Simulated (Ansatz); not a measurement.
**Ga2Pt (Fm-3m): from the cell to its phonons**

Task: relax Ga2Pt (Fm-3m), then find its harmonic phonons.

Calculated with Ansatz 0.2.0; DFT PBEsol, scalar-relativistic, plane waves, PAW; PAW set soft_1.

The database entry behind the starting cell differs from later determinations by our own check (0.1 to 0.3 % short, probably kX units), so it need not match the best structure at ambient conditions.

## (1) The starting structure

Symmetry: Fm-3m, No. 225, cubic system. The conventional cell has a = 5.911 Å, b = 5.911 Å, c = 5.911 Å, α = 90.00°, β = 90.00°, γ = 90.00°. Ga has 4 Pt at 2.56 Å nearest. Nearest to Pt lie 8 Ga at 2.56 Å. Farther neighbours are not listed.

## (2) Bringing the structure to rest

Harmonic phonons are second derivatives at a point where the forces vanish, and they are wanted at zero stress, so atoms and cell are relaxed first.

Input file input.yaml:

```yaml
crystal:
  lattice:
    - [0.0, 2.9555, 2.9555]
    - [2.9555, 0.0, 2.9555]
    - [2.9555, 2.9555, 0.0]
  atoms:
    - { symbol: Ga, position: [0.25, 0.25, 0.25] }
    - { symbol: Ga, position: [0.75, 0.75, 0.75] }
    - { symbol: Pt, position: [0.0, 0.0, 0.0] }
kpoints:
  mp_grid: { grid: [12, 12, 12] }
hamiltonian:
  xc: pbesol
  pseudopotentials: { kind: paw, azcp: { folder: soft_1 }, xc_functional: pbe }
scf:
  occupations: { method: gaussian, width: 0.1 }
output:
  forces: true
  stress: true
  eigenvalues: true
relax:
  adjacent_minimum: "off"
  f_tol: 0.005
  max_steps: 80
  cell: { stress_tol: 0.05 }
```

The run is started by

```bash
$ ansatz run input.yaml --threads 4 --pin off --max-ram 10240MiB --backend cpu --events-out ev --progress --plain --runs-dir out
```

Numbers of over 12 decimals in the logs are rounded to 6 here.

Log:

```text
Engine: ansatz 0.2.0, x86_64-unknown-linux-gnu
Pseudopotentials: kind: paw
Pseudopotential: Ga, paw, valence charge 13, recommended cutoff 420 eV (normal), soft_1/Ga.paw.azcp
Pseudopotential: Pt, paw, valence charge 18, recommended cutoff 420 eV (normal), soft_1/Pt.paw.azcp
Functional definition: PBEsol
  exchange = pbesol_x
  correlation = pbesol_c
Crystal: 3 atoms, lattice volume = 51.632 Å³
Basis set: ecut = 420 eV, 965 PW (Γ), exchange–correlation on 60×60×60 points (8 copies of the dense FFT grid, shifted against one another)
Bands: 27, of which v1, the nominal top of the filled ones, is band 22 counted from 1 (21 counted from 0)
Symmetry: 48 space group operations
Space group: Fm-3m (ITA 225), of the structure as read, at distance tolerance 3.7e-5 Å
k-points: 72 of 1728
Non-local potential: Ga, projectors of the file, l = 0: 2, l = 1: 2, l = 2: 3, l = 3: 1
Non-local potential: Pt, projectors of the file, l = 0: 3, l = 1: 2, l = 2: 2, l = 3: 1
PAW form: soft (Blöchl's): semilocal exchange-correlation on the pseudo side does not see the compensation charge
PAW frozen core: Ga, regenerated for the run's functional, and the local potential with it (the file was generated under x = pbe(κ = 0.804, μ = 0.219515), c = pbe(β = 0.066725))
PAW frozen core: Pt, regenerated for the run's functional, and the local potential with it (the file was generated under x = pbe(κ = 0.804, μ = 0.219515), c = pbe(β = 0.066725))
PAW one-centre angular grid: Ga, 590 points (default); XC on 64 Gauss nodes
PAW one-centre angular grid: Pt, 590 points (default); XC on 64 Gauss nodes
Initial density: superposition of atomic densities (chi_scale 0.1, normalization cell, long waves kept (reshape's long-wave potential 0.00 eV rms))
Initial wavefunctions: pseudopotential atomic-orbital guess
Functional: x = pbesol(κ = 0.804, μ = 0.123457), c = pbesol(β = 0.046)
SCF iter   1: F=—  HF=-19875.392360 eV  |F-HF|=—  |Δ(HF+E_count)|=         —  Δρ=1.18e-1  dr2=8.87e0  ethr=3.10e-3  ⟨swp⟩=5.3  Hψ=7308  notcnv=0
preconditioner: auto → Kerker (q_TF=auto, 2.657 Å⁻¹)  [metal: Δε(μ)=0.006 eV  Ē_g=15.097 eV  σ=0.100 eV  W_gap=0.03  n_scr=14 (ndim 8)  ℏωp=31.0 eV  f_vac=0.007  D(μ)=1.46/eV (n_scr^D=14)]
SCF iter   2: F=—  HF=-19873.569026 eV  |F-HF|=—  |Δ(HF+E_count)|=    1.82e0  Δρ=3.17e-2  dr2=2.49e-1  ethr=3.10e-3  ⟨swp⟩=2.4  Hψ=4380  notcnv=0  defer=50
SCF iter   3: F=—  HF=-19873.538275 eV  |F-HF|=—  |Δ(HF+E_count)|=   3.08e-2  Δρ=1.60e-2  dr2=4.93e-2  ethr=5.66e-4  ⟨swp⟩=3.0  Hψ=3986  notcnv=0  defer=54
SCF iter   4: F=—  HF=-19873.543187 eV  |F-HF|=—  |Δ(HF+E_count)|=   4.91e-3  Δρ=3.64e-3  dr2=6.86e-3  ethr=1.12e-4  ⟨swp⟩=2.0  Hψ=3482  notcnv=0  defer=54
SCF iter   5: F=—  HF=-19873.538193 eV  |F-HF|=—  |Δ(HF+E_count)|=   4.99e-3  Δρ=1.66e-3  dr2=2.45e-3  ethr=1.56e-5  ⟨swp⟩=2.0  Hψ=2782  notcnv=0  defer=54
SCF iter   6: F=—  HF=-19873.538493 eV  |F-HF|=—  |Δ(HF+E_count)|=   3.00e-4  Δρ=4.65e-4  dr2=2.03e-4  ethr=5.56e-6  ⟨swp⟩=2.5  Hψ=2940  notcnv=0  defer=54
SCF iter   7: F=—  HF=-19873.538588 eV  |F-HF|=—  |Δ(HF+E_count)|=   9.44e-5  Δρ=1.94e-4  dr2=2.43e-5  ethr=4.62e-7  ⟨swp⟩=2.0  Hψ=2339  notcnv=0  defer=54
SCF iter   8: F=—  HF=-19873.538598 eV  |F-HF|=—  |Δ(HF+E_count)|=   1.09e-5  Δρ=4.97e-5  dr2=1.35e-6  ethr=5.52e-8  ⟨swp⟩=2.0  Hψ=2398  notcnv=0  defer=54
SCF iter   9: F=—  HF=-19873.538599 eV  |F-HF|=—  |Δ(HF+E_count)|=   1.02e-6  Δρ=1.82e-5  dr2=9.14e-8  ethr=2.27e-10  ⟨swp⟩=5.8  Hψ=9407  notcnv=0
SCF iter  10: F=-19873.538600 eV  HF=-19873.538600 eV  |F-HF|=5.09e-10  |Δ(HF+E_count)|=   5.92e-8  Δρ=2.24e-6  dr2=2.08e-9  ethr=2.08e-10  ⟨swp⟩=4.3  Hψ=6788  notcnv=0
SCF 1 converged in 10 iterations: F = -19873.538600 eV  dr2 = 2.08e-9
  greatest PAW one-centre occupation: 1.000 electrons in one spin orbital (limit 2), on the Pt atom at site 2 (counted from 0), in its partial waves of l = 0
relax step   1: F+E_penalty+E_count = -19873.53859955 eV  Δ(F+E_penalty+E_count) = +0.000e0 eV  max|allowed force component| = 5.397e-18 eV/Å  Δτ_max = 0.0000 Å  P = +0.562 GPa  Ω = 51.632 Å³  (10 SCF iters, dr2 threshold 1.00e-7 eV, accepted)
Crystal: 3 atoms, lattice volume = 51.912 Å³
Initial density: handed on by an earlier stage of this run
Initial wavefunctions: those handed on with the density
iter 1 solved again at ethr=3.85e-7 eV; its pass at ethr=3.10e-3 eV (dr2=1.70e-4 eV) is discarded
SCF iter   1: F=—  HF=-19873.538899 eV  |F-HF|=—  |Δ(HF+E_count)|=         —  Δρ=5.82e-4  dr2=2.42e-4  ethr=3.85e-7  ⟨swp⟩=2.0  Hψ=9000  notcnv=0
preconditioner: auto → LDOS  [metal: Δε(μ)=0.076 eV  Ē_g=14.831 eV  σ=0.100 eV  W_gap=0.39  n_scr=14 (ndim 8)  ℏωp=30.9 eV  f_vac=0.036  D(μ)=0.98/eV (n_scr^D=8)  β→1.0]
SCF iter   2: F=—  HF=-19873.538878 eV  |F-HF|=—  |Δ(HF+E_count)|=   2.13e-5  Δρ=4.18e-4  dr2=1.08e-4  ethr=3.85e-7  ⟨swp⟩=2.4  Hψ=3469  notcnv=0
SCF iter   3: F=—  HF=-19873.538854 eV  |F-HF|=—  |Δ(HF+E_count)|=   2.45e-5  Δρ=6.11e-5  dr2=2.31e-6  ethr=2.45e-7  ⟨swp⟩=3.0  Hψ=3552  notcnv=0
SCF iter   4: F=-19873.538853 eV  HF=-19873.538853 eV  |F-HF|=1.85e-7  |Δ(HF+E_count)|=   5.71e-7  Δρ=1.82e-5  dr2=9.68e-8  ethr=6.82e-10  ⟨swp⟩=5.5  Hψ=8518  notcnv=0
SCF 2 converged in 4 iterations: F = -19873.538853 eV  dr2 = 9.68e-8
relax step   2: F+E_penalty+E_count = -19873.53885276 eV  Δ(F+E_penalty+E_count) = -2.532e-4 eV  max|allowed force component| = 3.778e-17 eV/Å  Δτ_max = 0.0000 Å  P = -0.158 GPa  Ω = 51.912 Å³  energy of the carried Pulay correction = -9.624e-5 eV  (4 SCF iters, dr2 threshold 3.00e-7 eV, accepted)
Crystal: 3 atoms, lattice volume = 51.850 Å³
iter 1 solved again at ethr=1.88e-8 eV; its pass at ethr=3.10e-3 eV (dr2=8.27e-6 eV) is discarded
SCF iter   1: F=—  HF=-19873.538908 eV  |F-HF|=—  |Δ(HF+E_count)|=         —  Δρ=1.29e-4  dr2=1.12e-5  ethr=1.88e-8  ⟨swp⟩=2.0  Hψ=8967  notcnv=0
preconditioner: auto → LDOS  [metal: Δε(μ)=0.081 eV  Ē_g=14.841 eV  σ=0.100 eV  W_gap=0.42  n_scr=14 (ndim 8)  ℏωp=30.9 eV  f_vac=0.036  D(μ)=0.98/eV (n_scr^D=8)  β→1.0]
SCF iter   2: F=—  HF=-19873.538906 eV  |F-HF|=—  |Δ(HF+E_count)|=   1.87e-6  Δρ=9.77e-5  dr2=5.42e-6  ethr=1.88e-8  ⟨swp⟩=2.0  Hψ=3232  notcnv=0
SCF iter   3: F=—  HF=-19873.538904 eV  |F-HF|=—  |Δ(HF+E_count)|=   1.54e-6  Δρ=1.65e-5  dr2=1.21e-7  ethr=1.23e-8  ⟨swp⟩=2.0  Hψ=3226  notcnv=0
SCF iter   4: F=-19873.538904 eV  HF=-19873.538904 eV  |F-HF|=1.05e-8  |Δ(HF+E_count)|=   6.14e-8  Δρ=4.44e-6  dr2=7.85e-9  ethr=1.41e-10  ⟨swp⟩=4.9  Hψ=7809  notcnv=0
SCF 3 converged in 4 iterations: F = -19873.538904 eV  dr2 = 7.85e-9
relax step   3: F+E_penalty+E_count = -19873.53890440 eV  Δ(F+E_penalty+E_count) = -5.164e-5 eV  max|allowed force component| = 1.908e-17 eV/Å  Δτ_max = 0.0000 Å  P = -0.001 GPa  Ω = 51.850 Å³  energy of the carried Pulay correction = -7.514e-5 eV  (4 SCF iters, dr2 threshold 6.20e-8 eV, accepted)
Initial wavefunctions: pseudopotential atomic-orbital guess (no wavefunctions were taken with the density)
iter 1 solved again at ethr=1.11e-8 eV; its pass at ethr=3.10e-3 eV (dr2=4.87e-6 eV) is discarded
SCF iter   1: F=—  HF=-19873.538983 eV  |F-HF|=—  |Δ(HF+E_count)|=         —  Δρ=8.19e-6  dr2=1.26e-8  ethr=1.11e-8  ⟨swp⟩=4.0  Hψ=13565  notcnv=0
preconditioner: auto → LDOS  [metal: Δε(μ)=0.081 eV  Ē_g=14.840 eV  σ=0.100 eV  W_gap=0.42  n_scr=14 (ndim 8)  ℏωp=30.9 eV  f_vac=0.036  D(μ)=0.98/eV (n_scr^D=8)  β→1.0]
SCF iter   2: F=—  HF=-19873.538980 eV  |F-HF|=—  |Δ(HF+E_count)|=   2.81e-6  Δρ=1.04e-5  dr2=3.06e-8  ethr=2.86e-11  ⟨swp⟩=3.1  Hψ=4273  notcnv=0
SCF iter   3: F=—  HF=-19873.538980 eV  |F-HF|=—  |Δ(HF+E_count)|=   3.04e-8  Δρ=4.12e-6  dr2=5.01e-9  ethr=2.86e-11  ⟨swp⟩=2.6  Hψ=3584  notcnv=0
SCF iter   4: F=—  HF=-19873.538980 eV  |F-HF|=—  |Δ(HF+E_count)|=   4.69e-9  Δρ=8.89e-7  dr2=3.29e-10  ethr=1.14e-11  ⟨swp⟩=2.0  Hψ=3189  notcnv=0
SCF iter   5: F=-19873.538980 eV  HF=-19873.538980 eV  |F-HF|=1.46e-11  |Δ(HF+E_count)|=  1.75e-10  Δρ=9.56e-8  dr2=4.32e-12  ethr=1.00e-12  ⟨swp⟩=4.6  Hψ=10281  notcnv=0
SCF 4 converged in 5 iterations: F = -19873.538980 eV  dr2 = 4.32e-12
relax step   4: F+E_penalty+E_count = -19873.53898043 eV  Δ(F+E_penalty+E_count) = -7.603e-5 eV  max|allowed force component| = 1.156e-17 eV/Å  Δτ_max = 0.0000 Å  P = -0.002 GPa  Ω = 51.850 Å³  stress off target by 2.26e-3 GPa  SCF on the basis re-selected at this cell (its energy is not comparable with the rows above)  (5 SCF iters)
basis re-selected at this cell: Δ(F+E_penalty+E_count) = -7.603e-5 eV, ΔP = -0.001 GPa vs the last step (what re-selecting the basis moved, of the pressure what is left beyond the Pulay correction that the steps carried, after the strain that the cell walked since its last selection, with what the two solves' SCF thresholds leave and, on support functions, any second-order correction that the steps lacked; it is no m [...]
SCF converged after 5 iterations
Free energy (F): -19873.538980 eV
Harris-Foulkes:  -19873.538980 eV  (|F-HF|=1.46e-11)
Internal energy: -19873.534090 eV  (E = F + TS)
E sigma→0 (E₀):  -19873.536535 eV
Entropy (-TS):   -0.004890 eV (-1.630 meV/atom)
Fermi energy:    13.611295 eV
--- Per-component energies (eV) ---
  E_band       = -283.507253
  E_kinetic    = 822.999382
  E_local      = -4510.399925  (includes V_loc(G=0)·N_el)
  E_nonlocal   = 22.373563
  E_hartree    = 2451.111773
  E_xc         = -358.111673
  E_vxc        = -384.959817  (∫ρ·V_xc dr)
  E_paw        = -13250.745469  (= ΣΔE_a)
  E_vpaw       = -1135.744788  (= ΣTr[D̂ρ^β])
  E_aug_tail   = 0.000640  (compensation charges beyond the density's cutoff)
  E_ewald      = -5052.775370
  E_core_change = 2.012989  (= ΣΔE_core)
  E_smearing   = -0.004890  (= −TS)
  E_closure    = 0.000000  (closes the sum)
  Σ components = -19873.538980   (vs F -19873.538980, Δ=0.00e0)
--- Forces (eV/Å), atoms counted from 1 ---
  atom   1  Ga     0.00000000     0.00000000    -0.00000000
  atom   2  Ga    -0.00000000    -0.00000000     0.00000000
  atom   3  Pt    -0.00000000     0.00000000     0.00000000
  max |Σ_I F_I| component: 4.63e-18 eV/Å
--- Stress (GPa, compression-positive) ---
       -0.002258       0.000000       0.000000
        0.000000      -0.002258       0.000000
        0.000000       0.000000      -0.002258
  P = ⅓ Tr σ = -0.0023 GPa (-0.023 kbar)
--- Band table (eV; the first three rows and the last of 72) ---
  k-point 0: bands = [... 18 lower, 10.2890, 10.2890, 13.7120, 18.7862, 18.7862, 18.7862, 18.7965, 18.7965, ... 1 higher]
  k-point 1: bands = [... 18 lower, 10.2685, 10.2685, 13.8608, 17.0009, 17.9477, 17.9477, 19.3829, 19.3829, ... 1 higher]
  k-point 2: bands = [... 18 lower, 10.2240, 10.2240, 13.9024, 15.5972, 17.0934, 17.0934, 18.9172, 19.3490, ... 1 higher]
  k-point 71: bands = [... 18 lower, 10.0803, 10.5701, 10.7474, 10.7474, 12.6584, 18.4969, 18.4969, 20.7979, ... 1 higher]
--- Relaxed structure (3 steps of the walk, 3 accepted, 1 SCFs on fresh bases) ---
  F+E_penalty+E_count = -19873.53898043 eV   max|allowed force component| = 1.156e-17 eV/Å   (the final SCF, on the basis selected at the relaxed cell)
  cell:  # Å, volume = 51.8505 Å³
    - [0, 2.959654, 2.959654]
    - [2.959654, 0, 2.959654]
    - [2.959654, 2.959654, 0]
  atoms:
    - { symbol: Ga, position: [0.250000, 0.250000, 0.250000] }
    - { symbol: Ga, position: [0.750000, 0.750000, 0.750000] }
    - { symbol: Pt, position: [0, 0, 0] }
```

Wall time 3.4 s (4 threads of Intel Xeon 6975P-C (Granite Rapids), shared host); peak memory 0.58 GiB; 12 s of CPU time.

Relaxation path:

| step | energy less that of the first step (eV) | largest force component (eV/Å) | pressure (GPa) | volume (Å³) |
| --- | --- | --- | --- | --- |
| 1 | 0.0000 | 0.0000 | 0.56 | 51.63 |
| 2 | -0.0003 | 0.0000 | -0.16 | 51.91 |
| 3 | -0.0003 | 0.0000 | 0.00 | 51.85 |
| 4* | -0.0004 | 0.0000 | 0.00 | 51.85 |

Relaxation steps marked * repeat the geometry before them on a plane-wave basis chosen anew for their cell, so energy and pressure can jump there.

The run keeps the 48 symmetry operations that it works with, so distortions that break them were not tested.

| conventional cell, symmetrised | before | after | change |
| --- | --- | --- | --- |
| a (Å) | 5.911 | 5.919 | +0.1 % |
| b (Å) | 5.911 | 5.919 | +0.1 % |
| c (Å) | 5.911 | 5.919 | +0.1 % |
| volume (Å³/atom) | 17.21 | 17.28 | +0.4 % |

The relaxed structure:

```xyz
3
Lattice="0.0000 2.9597 2.9597 2.9597 0.0000 2.9597 2.9597 2.9597 0.0000" Properties=species:S:1:pos:R:3 pbc="T T T"
Ga    1.4798    1.4798    1.4798
Ga    4.4395    4.4395    4.4395
Pt    0.0000    0.0000    0.0000
```

Numbers from this step:

```yaml
pressure: -0.002258 GPa
volume_per_atom: 17.28 Å³
gap_on_the_k_mesh: 0 eV
```

In this step the volume went from 17.21 to 17.28 Å³/atom.

## (3) Tight relaxation

Phonons need a cell at rest on their own settings, so the relaxation is repeated with tight tolerances on forces and stress, using the mesh and the filling of the phonon run that follows.

input.yaml, the sections that differ from step 2:

```yaml
crystal:
  lattice:
    - [0.0, 2.9596537422, 2.9596537422]
    - [2.9596537422, 0.0, 2.9596537422]
    - [2.9596537422, 2.9596537422, 0.0]
  atoms:
    - { symbol: Ga, position: [0.25, 0.25, 0.25] }
    - { symbol: Ga, position: [0.75, 0.75, 0.75] }
    - { symbol: Pt, position: [0.0, 0.0, 0.0] }
scf:
  occupations: { method: methfessel_paxton, width: 0.2 }
relax:
  adjacent_minimum: "off"
  f_tol: 0.001
  max_steps: 60
  cell: { stress_tol: 0.01 }
# kpoints, hamiltonian, output: as in step 2
```

Log:

```text
[...]
Crystal: 3 atoms, lattice volume = 51.850 Å³
Basis set: ecut = 420 eV, 965 PW (Γ), exchange–correlation on 60×60×60 points (8 copies of the dense FFT grid, shifted against one another)
Bands: 27, of which v1, the nominal top of the filled ones, is band 22 counted from 1 (21 counted from 0)
Symmetry: 48 space group operations
[...]
k-points: 72 of 1728
[...]
k-point 71: bands = [... 18 lower, 10.0842, 10.5742, 10.7516, 10.7516, 12.6630, 18.5032, 18.5032, 20.8044, ... 1 higher]
--- Relaxed structure (3 steps of the walk, 3 accepted, 1 SCFs on fresh bases) ---
[...]
cell:  # Å, volume = 51.8358 Å³
    - [0, 2.959375, 2.959375]
    - [2.959375, 0, 2.959375]
    - [2.959375, 2.959375, 0]
  atoms:
    - { symbol: Ga, position: [0.25, 0.25, 0.25] }
    - { symbol: Ga, position: [0.75, 0.75, 0.75] }
    - { symbol: Pt, position: [0, 0, 0] }
[key lines of the parts left out:]
SCF converged after 4 iterations
Free energy (F): -19873.535671 eV
Fermi energy:    13.605134 eV
P = ⅓ Tr σ = 0.0000 GPa (0.000 kbar)
```

It took 3.1 s on 4 threads; peak memory 0.59 GiB.

Little changed from the start: no atom moved by 0.005 Å and no cell edge by 0.1 %.

Numbers from this step:

```yaml
pressure: 2.17e-5 GPa
```

The forces vanish by symmetry and the pressure is 0.000 GPa, within the tolerances set. The cell now holds 17.28 Å³/atom.

## (4) Zone-centre response

The zone centre comes first: it holds the modes that light can see, as far as symmetry allows. No field response is asked, since the mesh shows no gap.

input.yaml, the sections that differ from step 3:

```yaml
crystal:
  lattice:
    - [0.0, 2.9593754134, 2.9593754134]
    - [2.9593754134, 0.0, 2.9593754134]
    - [2.9593754134, 2.9593754134, 0.0]
  atoms:
    - { symbol: Ga, position: [0.25, 0.25, 0.25] }
    - { symbol: Ga, position: [0.75, 0.75, 0.75] }
    - { symbol: Pt, position: [0.0, 0.0, 0.0] }
output:
  eigenvalues: true
phonons:
  method: dfpt
# kpoints, hamiltonian, scf: as in step 3
# relax: removed
```

Log:

```text
zone centre: on kpoints.mp_grid the ground state, and the responses unless they are solved on pairs of k-points, stand on 163 of the mesh's 1728 k-points, reduced under 8 symmetry operations, with k and −k counted as one. Each operation leaves every solved displacement unchanged or reverses it
[...]
Crystal: 3 atoms, lattice volume = 51.836 Å³
Basis set: ecut = 420 eV, 965 PW (Γ), exchange–correlation on 60×60×60 points (8 copies of the dense FFT grid, shifted against one another)
Bands: 27, of which v1, the nominal top of the filled ones, is band 22 counted from 1 (21 counted from 0)
Symmetry: 48 space group operations
k-points: 163 of 1728 (irreducible under 8 space group operations, time reversal used)
[...]
SCF iter   1: F=—  HF=-19875.393519 eV  |F-HF|=—  |Δ(HF+E_count)|=         —  Δρ=1.18e-1  dr2=8.91e0  ethr=3.10e-3  ⟨swp⟩=4.9  Hψ=16108  notcnv=0
[...]
SCF iter  12: F=-19873.535671 eV  HF=-19873.535671 eV  |F-HF|=7.28e-12  |Δ(HF+E_count)|=  6.18e-11  S|Δr|=    0.00e0  Δρ=1.34e-7  dr2=8.98e-12  ethr=1.00e-12  ⟨swp⟩=6.1  Hψ=22474  notcnv=0
SCF 1 converged in 12 iterations: F = -19873.535671 eV  dr2 = 8.98e-12
[...]
DFPT response loops at Γ: preconditioner auto → Kerker (q_TF=auto, 2.655 Å⁻¹) (partly filled bands, converged f_vac=0.036); β = 1.00, the filter's whole step (`scf.mixing.beta` (0.50) is not read by the response loops under this deck's `scf.mixing.preconditioner`; to damp them name `kerker` or `kerker_dos`, under which they read `scf.mixing.beta`, and type it under 1.00, their step now; both keys bind the ground state too); Broyden in place of MSR1
SCF converged after 12 iterations
[...]
Free energy (F): -19873.535671 eV
[...]
Internal energy: -19873.537269 eV  (E = F + TS)
E sigma→0 (E₀):  -19873.536071 eV
Entropy (-TS):   0.001598 eV (0.533 meV/atom)
Fermi energy:    13.605135 eV
[...]
--- Band table (eV; the first three rows and the last of 163) ---
  k-point 0: bands = [... 18 lower, 10.2931, 10.2931, 13.7183, 18.7922, 18.7922, 18.7922, 18.8028, 18.8028, ... 1 higher]
  k-point 1: bands = [... 18 lower, 10.2725, 10.2725, 13.8671, 17.0066, 17.9536, 17.9536, 19.3891, 19.3891, ... 1 higher]
  k-point 2: bands = [... 18 lower, 10.2280, 10.2280, 13.9083, 15.6029, 17.0991, 17.0991, 18.9230, 19.3550, ... 1 higher]
  k-point 162: bands = [... 18 lower, 10.0842, 10.5742, 10.7516, 10.7516, 12.6630, 18.5032, 18.5032, 20.8044, ... 1 higher]
--- Phonons (Γ-DFPT): 2 representative perturbations + reference, on 163 of 1728 k-points (Σ response iterations 6) ---
  k mesh reduced under 8 symmetry operations, with k and −k counted as one. Each operation leaves every solved displacement unchanged or reverses it
  ASR residual: 8.587e-5 → 0.000e0 eV/Å²; symmetrization residual: 3.375e-6 eV/Å²
  ASR residual per site (eV/Å²): 4.05e-5 4.05e-5 8.59e-5
  Γ frequencies (cm⁻¹): 0.00 0.00 0.00 166.80 166.80 166.80 172.53 172.53 172.53
  non-analytic LO–TO correction: not included (Born effective charges unavailable; polar crystals: no LO–TO splitting at Γ)
```

Elapsed: 10 s, on 4 threads; peak memory 1.1 GiB.

In the SCF lines HF is the Harris–Foulkes energy and dr2 the Hartree energy of the density residual, in eV; the loop may stop once dr2 is under the threshold and the program's other checks hold. Hψ counts applications of the Hamiltonian.

This step gave:

```yaml
sum_rule_residual_before_enforcement: 8.59e-5 eV/Å²
point_group: m-3m
highest_optical_mode_at_the_zone_centre_no_lo_to_term: 172.5 cm⁻¹
lowest_optical_zone_centre_mode: 166.8 cm⁻¹
```

Patterns of degenerate modes are one choice out of their space. Modes at Γ, with each element's share of the kinetic energy:

| mode | frequency (cm⁻¹) | symmetry | Ga % | Pt % |
| --- | --- | --- | --- | --- |
| 1 | 0.0 | acoustic | 42 | 58 |
| 2 | 0.0 | acoustic | 42 | 58 |
| 3 | 0.0 | acoustic | 42 | 58 |
| 4 | 166.8 | T1u | 58 | 42 |
| 5 | 166.8 | T1u | 58 | 42 |
| 6 | 166.8 | T1u | 58 | 42 |
| 7 | 172.5 | T2g | 100 | 0 |
| 8 | 172.5 | T2g | 100 | 0 |
| 9 | 172.5 | T2g | 100 | 0 |

Displacements in mode 6 (166.8 cm⁻¹), the largest set to 1:
```
Ga1 -0.08 -1.00  0.00
Ga2 -0.08 -1.00  0.00
Pt3  0.06  0.71  0.00
```

Displacements in mode 7 (172.5 cm⁻¹), the largest set to 1:
```
Ga1  0.15 -0.54  1.00
Ga2 -0.15  0.54 -1.00
Pt3  0.00  0.00  0.00
```

Before it was imposed, the acoustic sum rule was missed by 8.6e-5 eV/Å². Small misses are needed for a sound result but don't prove that mesh and cutoff are converged. The lowest optical mode is real, 167 cm⁻¹.

(Part 1 of 2 ends here.)

[Logs are printed without paths, hosts, clocks, repeated set-up lines and the standing remarks that a program may print on its own settings, such as how far it seeks lower states.]

[Hosts, paths, dates, database ids (printed as entryN), source tags and the programs' standing remarks are cut or masked in the printed files.]
